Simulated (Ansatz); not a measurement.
# LiNbO3 (R3c): converging the G0W0 gap, part 2 of 2

Wanted: a G0W0 gap for LiNbO3 (R3c) that is converged in bands and cutoff, or an estimate of the limit.

Ansatz 0.2.0; G0W0 on PBE, plane waves, PAW. Known limits of the many-body steps: not at the basis limit; no spin-orbit coupling; coarse k mesh.

So far. Step 4 (488 empty bands, screening to 160 eV): Against the run with 4×4×4 mesh, 226 empty bands, screening to 96 eV, the gap moves by +0.03 eV. Step 5 (Changing the k mesh: 2×2×2 mesh, 226 empty bands …): Against the run with 4×4×4 mesh, 226 empty bands, screening to 96 eV, the gap moves by +0.006 eV. A band edge is found at another k point on this mesh.

**6. Changing the frequency model: 4×4×4 mesh, 226 empty bands, screening to 96 eV, plasmon pole**

A plasmon pole stands in for the full frequency dependence of the screening; this run shows what that costs in accuracy.

input.yaml

```yaml
crystal:
  lattice:
    - [2.5758, 1.4871388234, 4.623]
    - [-2.5758, 1.4871388234, 4.623]
    - [0.0, -2.9742776468, 4.623]
  atoms:
    - { symbol: Li, position: [0.2815, 0.2815, 0.2815] }
    - { symbol: Li, position: [0.7815, 0.7815, 0.7815] }
    - { symbol: Nb, position: [5.5e-05, 5.5e-05, 5.5e-05] }
    - { symbol: Nb, position: [0.500055, 0.500055, 0.500055] }
    - { symbol: O, position: [0.11231, 0.35836, 0.71959] }
    - { symbol: O, position: [0.71959, 0.11231, 0.35836] }
    - { symbol: O, position: [0.35836, 0.71959, 0.11231] }
    - { symbol: O, position: [0.21959, 0.85836, 0.61231] }
    - { symbol: O, position: [0.85836, 0.61231, 0.21959] }
    - { symbol: O, position: [0.61231, 0.21959, 0.85836] }
kpoints:
  mp_grid: { grid: [4, 4, 4] }
hamiltonian:
  xc: pbe
scf:
  occupations: { method: fixed }
gw:
  n_empty_bands: 226
  ecut_chi: 96
  qp_bands: [v3, c3]
  qp_kpoints: band_edges
  screening: { model: godby_needs }
```

Run with:

```
ansatz run input.yaml --threads 3 --pin off --max-ram 92160MiB --backend cuda --events-out ev --progress --plain --runs-dir out --devices 1 --max-vram 13GiB
```

Numbers of over 12 decimals in the logs are rounded to 6 here.

Output:

```text
GPUs: using 1 of 1 available (devices: 1).
[...]
GPU FFT provider: cuFFT
GPU libraries: cuBLAS 13.8.2, cuFFT 12.4.0, cuSOLVER 12.3.4
Crystal: 10 atoms, lattice volume = 106.252 Å³
Basis set: ecut = 420 eV, 2091 PW (Γ)
Bands: 44, of which v1, the nominal top of the filled ones, is band 34 counted from 1 (33 counted from 0)
Symmetry: 6 space group operations
[...]
k-points: 13 of 64 (time reversal used)
[...]
1    33      7.0526   -25.4514     4.7797   -20.2970  0.7759     6.6770     6.6779  root
[...]
12    34      6.9416   -25.5534     4.7965   -20.3749  0.7761     6.5587     6.5596  root
    12    35     11.9260   -13.8540    -5.0406   -20.2079  0.8044    13.2480    13.2393  root
    12    36     11.9260   -13.8540    -5.0406   -20.2079  0.8044    13.2480    13.2393  root
    12    37     12.1249   -14.7294    -4.9398   -21.0995  0.7999    13.5658    13.5552  root
[key lines of the parts left out:]
SCF converged after 6 iterations
Free energy (F): -12929.442647 eV
Fermi energy:    7.252951 eV
```

Wall time 41 s (1 × NVIDIA H100 80GB HBM3 (shared by 6 runs) with 3 threads of AMD EPYC 7R13 (Zen 3), shared host); peak memory 1.7 GiB.

This step gave:

```
bands summed                                 : 260
plasmon-pole fit frequency                   : 29.71 eV
RPA ε∞ on this mesh (eigenvalues)            : 4.981, 5.203, 5.203
plane waves in the screening matrix          : 211
G0W0 gap on the mesh                         : 5.163 eV
k of the valence top                         : 0, 0, 0
k of the conduction bottom                   : 0, 0.25, -0.5
starting gap on the mesh                     : 3.618 eV
least direct G0W0 gap on the computed points : 5.174 eV
```

Against the run with 4×4×4 mesh, 226 empty bands, screening to 96 eV, the gap moves by +0.03 eV.

**7. Changing the files: 4×4×4 mesh, 226 empty bands, screening to 96 eV, hard PAW files**

Other atomic data (hard PAW) test the pseudisation: the cutoff goes from 420 to 930 eV, with the same valence electrons.

Changes to input.yaml since step 6:

```diff
@@ -20,2 +20,3 @@
   xc: pbe
+  pseudopotentials: { kind: paw, source: ansatz }
 scf:
@@ -27,2 +28,2 @@
   qp_kpoints: band_edges
-  screening: { model: godby_needs }
+  screening: { model: contour_deformation }
```

Output:

```text
GPUs: using 1 of 1 available (devices: 1).
[...]
GPU FFT provider: cuFFT
GPU libraries: cuBLAS 13.8.2, cuFFT 12.4.0, cuSOLVER 12.3.4
Crystal: 10 atoms, lattice volume = 106.252 Å³
Basis set: ecut = 930 eV, 6833 PW (Γ)
Bands: 44, of which v1, the nominal top of the filled ones, is band 34 counted from 1 (33 counted from 0)
Symmetry: 6 space group operations
[...]
k-points: 13 of 64 (time reversal used)
[...]
1    33      7.0413   -25.4521     4.7553   -20.2957  0.7333     6.6374     6.6402  root
[...]
12    34      6.9300   -25.5542     4.7757   -20.3732  0.7331     6.5218     6.5247  root
    12    35     11.9135   -13.8441    -5.1620   -20.1941  0.7614    13.1267    13.1015  root
    12    36     11.9135   -13.8441    -5.1620   -20.1941  0.7614    13.1267    13.1015  root
    12    37     12.1129   -14.7191    -5.0890   -21.0853  0.7555    13.4212    13.3902  root
[key lines of the parts left out:]
SCF converged after 9 iterations
Free energy (F): -12948.399692 eV
Fermi energy:    7.241577 eV
```

The job ended after 34 s (1 × NVIDIA H100 80GB HBM3 (shared by 6 runs) with 3 threads; peak memory 1.7 GiB; 50 s of CPU time).

Numbers from this step:

* bands summed: 260
* RPA ε∞ on this mesh (eigenvalues): 4.983, 5.206, 5.206
* plane waves in the screening matrix: 211
* G0W0 gap on the mesh: 5.128 eV
* k of the valence top: 0, 0, 0
* k of the conduction bottom: 0, 0.25, -0.5
* starting gap on the mesh: 3.614 eV
* least direct G0W0 gap on the computed points: 5.134 eV

Against the run with 4×4×4 mesh, 226 empty bands, screening to 96 eV, the gap moves by −0.004 eV.

**8. The runs together**

Times are wall times on 1 × NVIDIA H100 80GB HBM3 (shared by 6 runs) with 3 threads of AMD EPYC 7R13 (Zen 3), shared host, good to a factor of about two.

```csv
mesh,files,frequency,bands summed,cutoff (eV),start (eV),G0W0 (eV),time,host memory (GiB)
4×4×4,default PAW,contour deformation,114,48,3.618,5.350,18 s,1.1
4×4×4,default PAW,contour deformation,260,96,3.618,5.132,36 s,1.3
4×4×4,default PAW,contour deformation,522,160,3.618,5.163,73 s,1.8
2×2×2,default PAW,contour deformation,260,96,3.607,5.139,15 s,1.1
4×4×4,default PAW,plasmon pole,260,96,3.618,5.163,41 s,1.7
4×4×4,hard PAW,contour deformation,260,96,3.614,5.128,34 s,1.7
```

How the two edges are built up, in eV (the quasiparticle level is the starting level plus Σx plus Σc less Vxc):

```csv
run,edge,start,Σx,Σc,Vxc,Z,QP
114 bands,valence top,7.25,-25.78,4.95,-20.68,0.74,7.10
114 bands,conduction bottom,10.87,-13.71,-4.37,-19.66,0.78,12.45
260 bands,valence top,7.25,-25.78,4.75,-20.68,0.74,6.90
260 bands,conduction bottom,10.87,-13.71,-4.79,-19.66,0.78,12.03
522 bands,valence top,7.25,-25.78,4.50,-20.68,0.73,6.65
522 bands,conduction bottom,10.87,-13.71,-5.00,-19.66,0.78,11.81
```

**9. Outcome**

```
114 bands, 48 eV  : 5.350 eV
260 bands, 96 eV  : 5.132 eV
522 bands, 160 eV : 5.163 eV
mesh and start    : 4×4×4, PBE
```

What this shows: From 114 to 522 bands the gap moves by −0.19 eV while the time grows 4.1-fold. Σc changes by −0.45 eV at the valence top and −0.64 eV at the conduction bottom, so the levels themselves move more than the gap between them. The gap turns back along the series, so no limit is drawn from it. On the 2×2×2 mesh in place of 4×4×4 the gap differs by +0.01 eV, of which −0.01 eV is already in the start. The plasmon-pole model gives +0.03 eV against contour deformation, 2 % of the correction, and saved no time in this program. Hard PAW files move the gap by −0.004 eV at equal bands and cutoff, −0.003 eV of it in the start. The 4×4×4 mesh misses a band edge: over a band path and its finer mesh (run apart) the PBE gap is 3.58 eV, so the G0W0 gap over the zone may lie about 0.03 eV below its value on the mesh. The many-body steps are scalar-relativistic: spin-orbit coupling is not in them.

[Paths, hosts, dates, memory and timing lines, banners, echoed tables and standing remarks are left out of the program output.]

[Logs are printed without paths, hosts, clocks, repeated set-up lines and the standing remarks that a program may print on its own settings, such as how far it seeks lower states.]

[Runs of the session that timed out or met a known fault of the program may be left out.]

[Cells called generated may have been cut or substituted from an entry of the Crystallography Open Database or the Materials Project.]

[Hosts, paths, dates, database ids (printed as entryN), source tags and the programs' standing remarks are cut or masked in the printed files.]
